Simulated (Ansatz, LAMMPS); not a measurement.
**A faulty run on liquid Si0.5Ge0.5 at 2500 K (104 atoms)**

Program: Ansatz 0.2.0. The cell: 52 Si and 52 Ge.

File input.yaml:

```yaml
crystal:
  lattice:
    - [13.1758, 0.0, 0.0]
    - [0.0, 13.1758, 0.0]
    - [0.0, 0.0, 13.1758]
  atoms:
    - { symbol: Si, position: [0.65899, 0.83635, 0.47476] }
    - { symbol: Si, position: [0.37097, 0.57473, 0.99932] }
    - { symbol: Si, position: [0.15781, 0.29392, 0.42453] }
    - { symbol: Si, position: [0.20543, 0.92454, 0.45212] }
    - { symbol: Si, position: [0.62231, 0.22716, 0.772] }
    - { symbol: Si, position: [0.12518, 0.49941, 0.80214] }
    - { symbol: Si, position: [0.5447, 0.57875, 0.60738] }
    - { symbol: Si, position: [0.91573, 0.89872, 0.55112] }
    - { symbol: Si, position: [0.03959, 0.94389, 0.42281] }
    - { symbol: Si, position: [0.31808, 0.71566, 0.23973] }
    - { symbol: Si, position: [0.88016, 0.37716, 0.97594] }
    - { symbol: Si, position: [0.61132, 0.67906, 0.72852] }
    - { symbol: Si, position: [0.1546, 0.80635, 0.19895] }
    - { symbol: Si, position: [0.30219, 0.24634, 0.69595] }
    - { symbol: Si, position: [0.49701, 0.31433, 0.14278] }
    - { symbol: Si, position: [0.27571, 0.92814, 0.75446] }
    - { symbol: Si, position: [0.63517, 0.98699, 0.00106] }
    - { symbol: Si, position: [0.20226, 0.45134, 0.49543] }
    [... 80 atom lines left out ...]
    - { symbol: Ge, position: [0.84336, 0.0012, 0.98214] }
    - { symbol: Ge, position: [0.69029, 0.46062, 0.84147] }
    - { symbol: Ge, position: [0.98378, 0.24099, 0.44996] }
    - { symbol: Ge, position: [0.00697, 0.31155, 0.09173] }
    - { symbol: Ge, position: [0.77222, 0.25955, 0.4386] }
    - { symbol: Ge, position: [0.09741, 0.68811, 0.85771] }
kpoints:
  mp_grid: { grid: [1, 1, 1] }
hamiltonian:
  xc: pbe
scf:
  occupations: { method: fermi_dirac, width: 0.05 }
  eigensolver: { kind: { support_functions: { accuracy: medium, radius: 3.54 } } }
  max_iter: 150
output:
  forces: true
  eigenvalues: true
```

Command:

```bash
$ ansatz run input.yaml --threads 8 --pin off --max-ram 15872MiB --backend cpu --events-out ev --progress --plain --runs-dir out
```

The log of the run:

```text
Warning: scf.eigensolver.kind.support_functions: disabling space-group detection — the functions' gradient is summed over unrotated k-points, so no spatial operation reduces the k-mesh or symmetrises the density; time reversal is kept, so that k and −k are solved as one point where they differ and the mesh holds both, and exact exchange and, on two spinor components, a DFT+U term hold to it where the run has them: [...]
settings of this run that can trade accuracy for cost: scf.eigensolver.kind.support_functions [...]
Engine: ansatz 0.2.0, aarch64-unknown-linux-gnu
Pseudopotentials: kind: paw
Pseudopotential: Si, paw, valence charge 4, recommended cutoff 420 eV (normal), Si.paw.azcp
Pseudopotential: Ge, paw, valence charge 14, recommended cutoff 420 eV (normal), Ge.paw.azcp
[... 5 lines on functional and potentials left out ...]
Error: SCF: the radius of support functions is under 3.96 Å, the least for these sites at the functions' level (scf.eigensolver.kind.support_functions.accuracy). Use scf.eigensolver.kind: auto, or type scf.eigensolver.kind.support_functions.radius at least as long, [...]
```

Wall time 0.92 s (8 threads of Arm Neoverse V2, shared host); peak memory 0.36 GiB; 4 s of CPU time.

**Question.** What is wrong with this input, and how is it mended?

A radius under the least that the level allows: support_functions.radius = 3.54.

The fix is to use a longer radius.

The run ended with an error.

[Logs are printed without paths, hosts, clocks, repeated set-up lines and the standing remarks that a program may print on its own settings, such as how far it seeks lower states.]

[Hosts, paths, dates, database ids (printed as entryN), source tags and the programs' standing remarks are cut or masked in the printed files.]
